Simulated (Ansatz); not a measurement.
# armchair BAs nanoribbon (N = 4, H edges): bands by functional and under strain, part 2 of 4

Aim: is the armchair BAs nanoribbon (N = 4, H edges) a metal or a semiconductor?

Ansatz 0.2.0; DFT PBE, plane waves, PAW; relaxation of a wire's period (the session's first sound run).

So far. Step 2 (Relaxation of atoms and period): The cell's length comes to 5.890 Å with spin left out.

## (3) The perfect wire

This step: DFT PBE, plane waves, PAW; channels and complex bands of a perfect wire (Ansatz 0.2.0).

At the relaxed period the Bloch states of the perfect wire are found at each energy: those that move forward count the open channels, and those that decay describe how a disturbance dies away inside the wire itself. An energy step of 0.035 eV is under the 0.039 eV that the program asks for its thermal average at 300 K.

File input.yaml:

```yaml
crystal:
  lattice:
    - [14.69, 0.0, 0.0]
    - [0.0, 7.0, 0.0]
    - [0.0, 0.0, 5.8904156532]
  atoms:
    - { symbol: B, position: [0.326526541, 0.5, 0.002103256] }
    - { symbol: B, position: [0.556657162, 0.5, 0.00467966] }
    - { symbol: As, position: [0.332404948, 0.5, 0.325441699] }
    - { symbol: As, position: [0.558130241, 0.5, 0.337938618] }
    - { symbol: H, position: [0.744858155, 0.5, 0.40530939] }
    - { symbol: H, position: [0.244156562, 0.5, 0.454289281] }
    - { symbol: B, position: [0.44336364, 0.5, 0.50467966] }
    - { symbol: B, position: [0.673494261, 0.5, 0.502103256] }
    - { symbol: As, position: [0.441890562, 0.5, 0.837938618] }
    - { symbol: As, position: [0.667615854, 0.5, 0.825441699] }
    - { symbol: H, position: [0.255162647, 0.5, 0.90530939] }
    - { symbol: H, position: [0.75586424, 0.5, 0.954289281] }
kpoints:
  mp_grid: { grid: [1, 1, 14] }
  band_path: { path: ["Γ", Z], npoints: 50 }
scf:
  occupations: { method: fermi_dirac, width: 0.05 }
hamiltonian:
  xc: pbe
output:
  transmission:
    e_range: [-2, 2]
    de: 0.035
    kmesh: [1, 1]
    reduced_basis: true
    leads: [[0, 0]]
  dos: { e_range: [-5, 4] }
  write_potential: true
  write_density: true
  volumetric_format: npy
  elf: true
```

Started as:

```sh
> ansatz run input.yaml --threads 8 --pin off --max-ram 16384MiB --backend cpu --events-out ev --progress --plain --runs-dir out
```

Numbers of over 12 decimals in the logs are rounded to 6 here.

Log:

```text
[...]
Crystal: 12 atoms, lattice volume = 605.711 Å³
Basis set: ecut = 420 eV, 11829 PW (Γ)
Bands: 50, of which v1, the nominal top of the filled ones, is band 38 counted from 1 (37 counted from 0)
Symmetry: 4 space group operations
[...]
k-points: 8 of 14 (time reversal used)
[...]
SCF iter   1: F=—  HF=-20107.980861 eV  |F-HF|=—  |Δ(HF+E_count)|=         —  Δρ=1.55e-3  dr2=3.25e-2  ethr=1.77e-3  ⟨swp⟩=7.1  Hψ=1712  notcnv=0  defer=11
[...]
SCF iter   7: F=-20107.998788 eV  HF=-20107.998788 eV  |F-HF|=2.75e-7  |Δ(HF+E_count)|=   3.89e-6  Δρ=4.05e-6  dr2=9.23e-8  ethr=1.32e-10  ⟨swp⟩=11.6  Hψ=1904  notcnv=0
SCF 1 converged in 7 iterations: F = -20107.998788 eV  dr2 = 9.23e-8
[...]
NSCF: frozen V_eff on 51 k-points
transmission: 8 of 48 steps passed
transmission: 16 of 48 steps passed
[...]
transmission: 48 of 48 steps passed
WARN: The output density's exchange-correlation potential varies sharply where the density is thin. Do not read a vacuum level from v_tot or v_xc, or from such a field of the output density. On a cell that repeats whose density bears no net charge and no dipole along the vacuum's axis use v_es (v_loc + v_h of the components); under efield.dipole_correction with no amplitude use v_es + v_field, which holds any externa [...]
Second SCF, for the conductance: iteration 1, dr2 9.209e-8 eV
Second SCF, for the conductance: iteration 2, dr2 2.124e-8 eV
Second SCF, for the conductance: iteration 3, dr2 5.798e-9 eV
transmission: 8 of 48 steps passed
transmission: 16 of 48 steps passed
[...]
transmission: 48 of 48 steps passed
SCF converged after 7 iterations
Free energy (F): -20107.998788 eV
[...]
Internal energy: -20107.998788 eV  (E = F + TS)
E sigma→0 (E₀):  -20107.998788 eV
Entropy (-TS):   -0.000000 eV (-0.000 meV/atom)
Fermi energy:    -1.256207 eV
[...]
--- Band table (eV; the first three rows and the last of 8) ---
  k-point 0: bands = [... 34 lower, -3.9980, -3.7834, -2.2035, -2.0806, -0.4575, -0.3373, 1.5353, 1.6524, ... 8 higher]
  k-point 1: bands = [... 34 lower, -4.0363, -3.7683, -2.3147, -2.1118, -0.3291, -0.3187, 1.5438, 1.6400, ... 8 higher]
  k-point 2: bands = [... 34 lower, -4.1574, -3.7237, -2.5791, -2.2008, -0.2634, -0.0143, 1.5617, 1.5820, ... 8 higher]
  k-point 7: bands = [... 34 lower, -4.1605, -4.1605, -3.0623, -3.0623, 0.5001, 0.5001, 1.2864, 1.2864, ... 8 higher]
--- Transmission ---
  basis      : 903 plane waves across, 8 finite elements along
  points     : 1, standing for a mesh of 1 x 1
  filling    : by a second SCF (3 iterations) under fermi_dirac of width 0.025852 eV on a mesh of 1 x 1 x 28, whose Fermi level is -1.259901 eV
  energies   : 115 from -2.000000 to 1.990000 eV about the Fermi level, 0.035000 eV apart; the leads are filled to 0.000000 eV, and channels, transmission and decay are at -0.005000 eV
  crystal 0  : As4H4B4, at the sites [0, 0], period 5.8904 Å: whole cells are its period
    offset         : up to 0.0000 Å between an atom of the period and one for which it stands
    filled         : 0.2 meV over the level at which it is neutral
    channels       : 0.000000e0 a spin
    conductance    : 3.7897e0 S/m² at 300 K; may be off by some 0.4 % by where its bands' edges are placed, 0.3 % from the distance to neutral
    slowest decay  : 0.1386 /Å at (0.0000, 0.0000)
```

Elapsed: 2 min, on 8 threads of Intel Xeon Platinum 8488C (Sapphire Rapids), shared host; peak memory 2.4 GiB; 12 min of CPU time.

In the SCF lines HF is the Harris–Foulkes energy and dr2 the Hartree energy of the density residual, in eV; the loop may stop once dr2 is under the threshold and the program's other checks hold. Hψ counts applications of the Hamiltonian.

Numbers from this step:

| Quantity | Value |
| --- | --- |
| channels at the energy nearest the Fermi level, one spin | 0 |
| conductance of the lead as this run defines it | 5.03e-14 G₀ |
| slowest decay in the lead at the energy nearest the Fermi level | 0.1386 Å⁻¹ |
| band gap | 1.623 eV |

Open channels of the lead, one spin against energy, zero at the Fermi level:

energy (eV), open channels of the lead, one spin and a bar:
```
    -2.00       2.00 ##############################
    -1.90       2.00 ##############################
    -1.79       2.00 ##############################
    -1.69       2.00 ##############################
    -1.58       2.00 ##############################
    -1.48       2.00 ##############################
    -1.37       2.00 ##############################
    -1.23       2.00 ##############################
    -1.12       2.00 ##############################
    -1.02       2.00 ##############################
    -0.92       1.00 ###############
    -0.81       0.00 
    -0.70       0.00 
    -0.60       0.00 
    -0.49       0.00 
    -0.39       0.00 
    -0.28       0.00 
    -0.18       0.00 
    -0.07       0.00 
    -0.01       0.00 
     0.07       0.00 
     0.17       0.00 
     0.28       0.00 
     0.38       0.00 
     0.48       0.00 
     0.59       0.00 
     0.69       0.00 
     0.80       0.00 
     0.91       1.00 ###############
     1.01       2.00 ##############################
     1.11       2.00 ##############################
     1.22       2.00 ##############################
     1.36       2.00 ##############################
     1.47       2.00 ##############################
     1.57       2.00 ##############################
     1.68       2.00 ##############################
     1.78       2.00 ##############################
     1.89       2.00 ##############################
     1.99       2.00 ##############################
```

The slowest values at each energy, most degenerate partners merged, listed up to 1.5 1/Å. The Im kz of the slowest decaying states by energy, zero at the Fermi level:

```csv
energy (eV),decay 1 (Å⁻¹),decay 2 (Å⁻¹),decay 3 (Å⁻¹),decay 4 (Å⁻¹)
-2.000,0.313,0.325,0.380,0.937
-1.790,0.327,0.332,0.403,0.905
-1.615,0.336,0.336,0.418,0.877
-1.405,0.340,0.344,0.433,0.842
-1.195,0.342,0.350,0.445,0.806
-0.985,0.343,0.355,0.454,0.767
-0.810,0.0445,0.0767,0.342,0.357
-0.600,0.113,0.193,0.341,0.358
-0.390,0.131,0.259,0.338,0.358
-0.215,0.138,0.297,0.334,0.357
-0.005,0.139,0.329,0.331,0.355
0.205,0.131,0.322,0.351,0.352
0.415,0.114,0.314,0.346,0.352
0.590,0.0892,0.307,0.308,0.341
0.800,0.0093,0.193,0.296,0.333
1.010,0.283,0.324,0.437,0.451
1.185,0.271,0.315,0.442,0.445
1.395,0.254,0.302,0.436,0.447
1.605,0.234,0.288,0.426,0.451
1.815,0.210,0.270,0.414,0.453
```

Electronic bands along the path, in eV, zero at the Fermi level:

```csv
point,band 35,band 36,band 37,band 38,band 39,band 40,band 41,band 42
Γ,-2.74,-2.53,-0.95,-0.82,0.80,0.92,2.79,2.91
halfway,-3.18,-2.35,-1.81,-1.16,1.14,1.85,2.66,2.76
Z,-2.90,-2.90,-1.81,-1.81,1.76,1.76,2.54,2.54
```

Electrostatic potential energy in the ca plane at fractional y = 0.500, with atoms of B and As and H within 0.2 Å of it. With pseudopotentials it is smooth inside the atoms' cores, unlike the true potential.

Ten even steps from '0' (-45 eV) to '9' (3 eV), each cell a mean:
```
9999999999999999
9999999999999999
9999999999999999
9999999999999999
9999999999999999
6999984699999861
8999984457876655
8999996002658985
8999876325767875
4686676688987764
0165899579999850
4687666688987765
7999886314766875
7999986002658995
7887666668876666
0365898589999861
0376787589999961
8898765379999824
9999997479999978
9999999999999999
9999999999999999
9999999999999999
9999999999999999
9999999999999999
```
Columns run along c (5.9 Å; values clipped at the 3rd and 97th percentile), rows up along a (14.7 Å). Atoms in or near the plane, at fractional coordinates: B at (0.00, 0.33), B at (0.00, 0.56), As at (0.33, 0.33), As at (0.34, 0.56), H at (0.41, 0.74), H at (0.45, 0.24), B at (0.50, 0.44), B at (0.50, 0.67), As at (0.84, 0.44), As at (0.83, 0.67), H at (0.91, 0.26), H at (0.95, 0.76).

ELF in the ca plane at fractional y = 0.500, with atoms of B and As and H within 0.2 Å of it. It is the smooth field of the valence electrons, not physical close to the nuclei.

Ten even steps from '_' (0.00 × 1e-1) to '@' (9.99 × 1e-1), each cell a mean:
```
________________________________
________________________________
..__________..______________....
**::______==****::________::**##
@@**____--@@@@@@##::____..**@@@@
@@%%..__**@@@@@@@@==....--##@@@@
%%**____**@@@@@@##++++++==++##@@
==..____::++**--..++%%**--..::++
**--..::--**####==++##**==--==**
++++****====++##**--::::--**%%##
__++%%##--..::++==..____..==++::
**++**++++==**##**==::::==**%%%%
++--....--++##**--++##**==--==**
==::____::==**--..++%%##--..::++
**========++##%%**++++==++++##%%
::++%%**--::--++++::__..::++**==
--++##**--::==**++::____--##%%**
%%++----==**@@@@@@##..__##@@@@@@
@@--____::##@@@@@@%%..__**@@@@@@
**..____..++@@@@@@++____::%%@@@@
..________..==++==..______::====
________________________________
________________________________
________________________________
```
Columns run along c (5.9 Å), rows up along a (14.7 Å). Atoms in or near the plane, at fractional coordinates: B at (0.00, 0.33), B at (0.00, 0.56), As at (0.33, 0.33), As at (0.34, 0.56), H at (0.41, 0.74), H at (0.45, 0.24), B at (0.50, 0.44), B at (0.50, 0.67), As at (0.84, 0.44), As at (0.83, 0.67), H at (0.91, 0.26), H at (0.95, 0.76).

Valence density in the ca plane at fractional y = 0.500, with atoms of B and As and H within 0.2 Å of it. It is the smooth field of the valence electrons, not physical close to the nuclei.

Values in e/Å³, 24 rows by 16 columns, each cell a mean:
```
 0  0  0  0  0  0  0  0  0  0  0  0  0  0  0  0
 0  0  0  0  0  0  0  0  0  0  0  0  0  0  0  0
 0  0  0  0  0  0  0  0  0  0  0  0  0  0  0  0
 0  0  0  0  0  0  0  0  0  0  0  0  0  0  0  0
 0  0  0  0  0  0  0  0  0  0  0  0  0  0  0  0
 0  0  0  0  0  0  1  1  0  0  0  0  0  0  1  1
 0  0  0  0  0  0  1  1  1  0  0  0  1  2  1  1
 0  0  0  0  0  0  1  1  1  1  1  2 10 19  9  1
 0  0  0  0  0  0  1  1  1  1  1  1  5 11  5  1
 1  1  0  1  2  5  4  1  0  0  0  0  0  1  1  1
 0  1  1  1  8 22 14  2  0  0  0  0  0  0  1  1
 1  0  0  1  2  3  3  1  0  0  0  0  0  1  1  1
 0  0  0  0  0  0  1  1  1  1  1  1  4  9  6  1
 0  0  0  0  0  0  1  1  1  1  1  1  7 20 13  2
 1  0  0  0  1  1  1  1  1  0  0  0  1  2  1  1
 1  1  1  2  9 18  8  1  0  0  0  0  0  0  1  1
 1  1  1  1  6 12  6  1  0  0  0  0  0  0  1  1
 1  0  0  0  0  1  1  1  1  0  0  0  0  0  1  1
 0  0  0  0  0  0  0  1  0  0  0  0  0  0  0  0
 0  0  0  0  0  0  0  0  0  0  0  0  0  0  0  0
 0  0  0  0  0  0  0  0  0  0  0  0  0  0  0  0
 0  0  0  0  0  0  0  0  0  0  0  0  0  0  0  0
 0  0  0  0  0  0  0  0  0  0  0  0  0  0  0  0
 0  0  0  0  0  0  0  0  0  0  0  0  0  0  0  0
```
Columns run along c (5.9 Å), rows up along a (14.7 Å). Atoms in or near the plane, at fractional coordinates: B at (0.00, 0.33), B at (0.00, 0.56), As at (0.33, 0.33), As at (0.34, 0.56), H at (0.41, 0.74), H at (0.45, 0.24), B at (0.50, 0.44), B at (0.50, 0.67), As at (0.84, 0.44), As at (0.83, 0.67), H at (0.91, 0.26), H at (0.95, 0.76).

By hand: a barrier of this wire, of length L, would pass T ∝ exp(−2κL) at this energy; with κ = 0.139 Å⁻¹ one decade takes ln 10 / (2κ) = 8.31 Å.

At the computed energy nearest the Fermi level there are 0 channels a spin, and the thermal average gives 5.0e-14 G₀; the gap is 1.62 eV.

## (4) Levels at the same atoms, level LDA, cutoff 420 eV

This step: DFT LDA, plane waves, PAW; bands of a perfect wire at the PBE geometry (Ansatz 0.2.0).

The atoms stay at the PBE geometry and the functional changes. At fixed atoms LDA and the gradient-corrected functionals usually give like bands; this run checks that. Against the first PBE run of this kind, the mesh along the wire has 11 points against 14.

Changes to input.yaml since step 3:

```diff
@@ -19,3 +19,3 @@
 kpoints:
-  mp_grid: { grid: [1, 1, 14] }
+  mp_grid: { grid: [1, 1, 11] }
   band_path: { path: ["Γ", Z], npoints: 50 }
@@ -24,14 +24,2 @@
 hamiltonian:
-  xc: pbe
-output:
-  transmission:
-    e_range: [-2, 2]
-    de: 0.035
-    kmesh: [1, 1]
-    reduced_basis: true
-    leads: [[0, 0]]
-  dos: { e_range: [-5, 4] }
-  write_potential: true
-  write_density: true
-  volumetric_format: npy
-  elf: true
+  xc: lda
```

Log:

```text
[...]
Crystal: 12 atoms, lattice volume = 605.711 Å³
Basis set: ecut = 420 eV, 11829 PW (Γ)
Bands: 50, of which v1, the nominal top of the filled ones, is band 38 counted from 1 (37 counted from 0)
Symmetry: 4 space group operations
[...]
k-points: 6 of 11 (time reversal used)
[...]
SCF iter   1: F=—  HF=-19751.048831 eV  |F-HF|=—  |Δ(HF+E_count)|=         —  Δρ=4.49e-3  dr2=1.58e-1  ethr=1.77e-3  ⟨swp⟩=7.2  Hψ=1292  notcnv=0  defer=11
[...]
SCF iter   8: F=-19751.024555 eV  HF=-19751.024555 eV  |F-HF|=3.80e-8  |Δ(HF+E_count)|=   5.47e-7  Δρ=1.86e-6  dr2=2.76e-8  ethr=1.32e-10  ⟨swp⟩=13.8  Hψ=1228  notcnv=0
SCF 1 converged in 8 iterations: F = -19751.024555 eV  dr2 = 2.76e-8
[...]
SCF converged after 8 iterations
Free energy (F): -19751.024555 eV
[...]
Internal energy: -19751.024555 eV  (E = F + TS)
E sigma→0 (E₀):  -19751.024555 eV
Entropy (-TS):   -0.000000 eV (-0.000 meV/atom)
Fermi energy:    -1.465820 eV
[...]
--- Band table (eV; the first three rows and the last of 6) ---
  k-point 0: bands = [... 34 lower, -4.1873, -3.9869, -2.3973, -2.2812, -0.6706, -0.5544, 1.3370, 1.5284, ... 8 higher]
  k-point 1: bands = [... 34 lower, -4.2459, -3.9624, -2.5720, -2.3306, -0.5266, -0.4687, 1.3498, 1.4751, ... 8 higher]
  k-point 2: bands = [... 34 lower, -4.4383, -3.8906, -2.9492, -2.4686, -0.4429, -0.0128, 1.3451, 1.3599, ... 8 higher]
  k-point 5: bands = [... 34 lower, -4.5186, -4.1952, -3.3712, -3.1459, 0.1274, 0.4029, 1.0048, 1.1549, ... 8 higher]
```

The job ended after 8.3 s (8 threads; peak memory 2.1 GiB).

Numbers from this step:

```yaml
band_gap: 1.611 eV
```

The electronic bands at the labelled points (eV, zero at the Fermi level):

| point | band 35 | band 36 | band 37 | band 38 | band 39 | band 40 | band 41 | band 42 |
| --- | --- | --- | --- | --- | --- | --- | --- | --- |
| Γ | -2.72 | -2.52 | -0.93 | -0.82 | 0.80 | 0.91 | 2.80 | 2.99 |
| halfway | -3.13 | -2.35 | -1.80 | -1.15 | 1.12 | 1.85 | 2.63 | 2.76 |
| Z | -2.90 | -2.90 | -1.80 | -1.80 | 1.73 | 1.73 | 2.53 | 2.53 |

The gap is 1.61 eV, against 1.62 eV under PBE at the relaxed period.

## (5) Levels at the same atoms, level PBEsol, cutoff 420 eV

This step: DFT PBEsol, plane waves, PAW; bands of a perfect wire at the PBE geometry (Ansatz 0.2.0).

The atoms stay at the PBE geometry and the functional changes. At fixed atoms LDA and the gradient-corrected functionals usually give like bands; this run checks that. Against the first PBE run of this kind, the mesh along the wire has 11 points against 14.

Changes to input.yaml since step 4:

```diff
@@ -24,2 +24,2 @@
 hamiltonian:
-  xc: lda
+  xc: pbesol
```

Log:

```text
[...]
Crystal: 12 atoms, lattice volume = 605.711 Å³
Basis set: ecut = 420 eV, 11829 PW (Γ)
Bands: 50, of which v1, the nominal top of the filled ones, is band 38 counted from 1 (37 counted from 0)
Symmetry: 4 space group operations
[...]
k-points: 6 of 11 (time reversal used)
[...]
--- Band table (eV; the first three rows and the last of 6) ---
  k-point 0: bands = [... 34 lower, -4.0187, -3.8294, -2.2430, -2.1218, -0.5012, -0.3809, 1.5166, 1.6859, ... 8 higher]
  k-point 1: bands = [... 34 lower, -4.0795, -3.8050, -2.4172, -2.1718, -0.3513, -0.2991, 1.5301, 1.6423, ... 8 higher]
  k-point 2: bands = [... 34 lower, -4.2774, -3.7335, -2.7940, -2.3112, -0.2634, 0.1582, 1.5233, 1.5474, ... 8 higher]
  k-point 5: bands = [... 34 lower, -4.3641, -4.0405, -3.2149, -2.9900, 0.3178, 0.5942, 1.1832, 1.3245, ... 8 higher]
[key lines of the parts left out:]
SCF converged after 8 iterations
Free energy (F): -19920.786224 eV
Fermi energy:    -1.301207 eV
```

Wall time 7.3 s (8 threads); peak memory 2.1 GiB; 55 s of CPU time.

Electronic bands along the path, in eV, zero at the Fermi level:

```csv
point,band 35,band 36,band 37,band 38,band 39,band 40,band 41,band 42
Γ,-2.72,-2.53,-0.94,-0.82,0.80,0.92,2.82,2.99
halfway,-3.14,-2.35,-1.80,-1.16,1.14,1.86,2.66,2.77
Z,-2.91,-2.91,-1.80,-1.80,1.75,1.75,2.54,2.54
```

The gap is 1.62 eV, against 1.62 eV under PBE at the relaxed period.

## (6) Levels at the same atoms, level r2SCAN, cutoff 500 eV

This step: DFT r2SCAN, plane waves, PAW; bands of a perfect wire at the PBE geometry (Ansatz 0.2.0).

The atoms stay at the PBE geometry and the functional changes. r2SCAN also reads the kinetic-energy density; it often gives larger moments and wider gaps than PBE, at a higher cost. Against the first PBE run of this kind, the cutoff is 500 eV against 420 and the mesh along the wire has 11 points against 14.

Changes to input.yaml since step 5:

```diff
@@ -24,2 +24,2 @@
 hamiltonian:
-  xc: pbesol
+  xc: r2scan
```

Log:

```text
[...]
Crystal: 12 atoms, lattice volume = 605.711 Å³
Basis set: ecut = 500 eV, 15389 PW (Γ), exchange–correlation on 432×216×180 points (64 copies of the dense FFT grid, shifted against one another)
Bands: 50, of which v1, the nominal top of the filled ones, is band 38 counted from 1 (37 counted from 0)
Symmetry: 4 space group operations
[...]
k-points: 6 of 11 (time reversal used)
[...]
--- Band table (eV; the first three rows and the last of 6) ---
  k-point 0: bands = [... 34 lower, -4.2410, -4.0317, -2.3761, -2.2481, -0.4044, -0.2635, 1.8465, 2.1039, ... 8 higher]
  k-point 1: bands = [... 34 lower, -4.3097, -4.0061, -2.5525, -2.3001, -0.2317, -0.1968, 1.8599, 2.0218, ... 8 higher]
  k-point 2: bands = [... 34 lower, -4.5277, -3.9311, -2.9413, -2.4449, -0.1374, 0.2823, 1.8052, 1.8436, ... 8 higher]
  k-point 5: bands = [... 34 lower, -4.5925, -4.2510, -3.3873, -3.1524, 0.4818, 0.7744, 1.4531, 1.5880, ... 8 higher]
[key lines of the parts left out:]
SCF converged after 8 iterations
Free energy (F): -20144.837850 eV
Fermi energy:    -1.314971 eV
```

Run time: 14 s. Hardware: 8 threads; peak memory 3.3 GiB.

The electronic bands at the labelled points (eV, zero at the Fermi level):

| point | band 35 | band 36 | band 37 | band 38 | band 39 | band 40 | band 41 | band 42 |
| --- | --- | --- | --- | --- | --- | --- | --- | --- |
| Γ | -2.93 | -2.72 | -1.06 | -0.93 | 0.91 | 1.05 | 3.16 | 3.42 |
| halfway | -3.40 | -2.53 | -1.95 | -1.28 | 1.29 | 2.02 | 2.91 | 3.08 |
| Z | -3.11 | -3.11 | -1.96 | -1.96 | 1.94 | 1.94 | 2.82 | 2.82 |

The gap is 1.84 eV, against 1.62 eV under PBE at the relaxed period.

[end of part 2 of 4]

[Logs are printed without paths, hosts, clocks, repeated set-up lines and the standing remarks that a program may print on its own settings, such as how far it seeks lower states.]

[Hosts, paths, dates, database ids (printed as entryN), source tags and the programs' standing remarks are cut or masked in the printed files.]
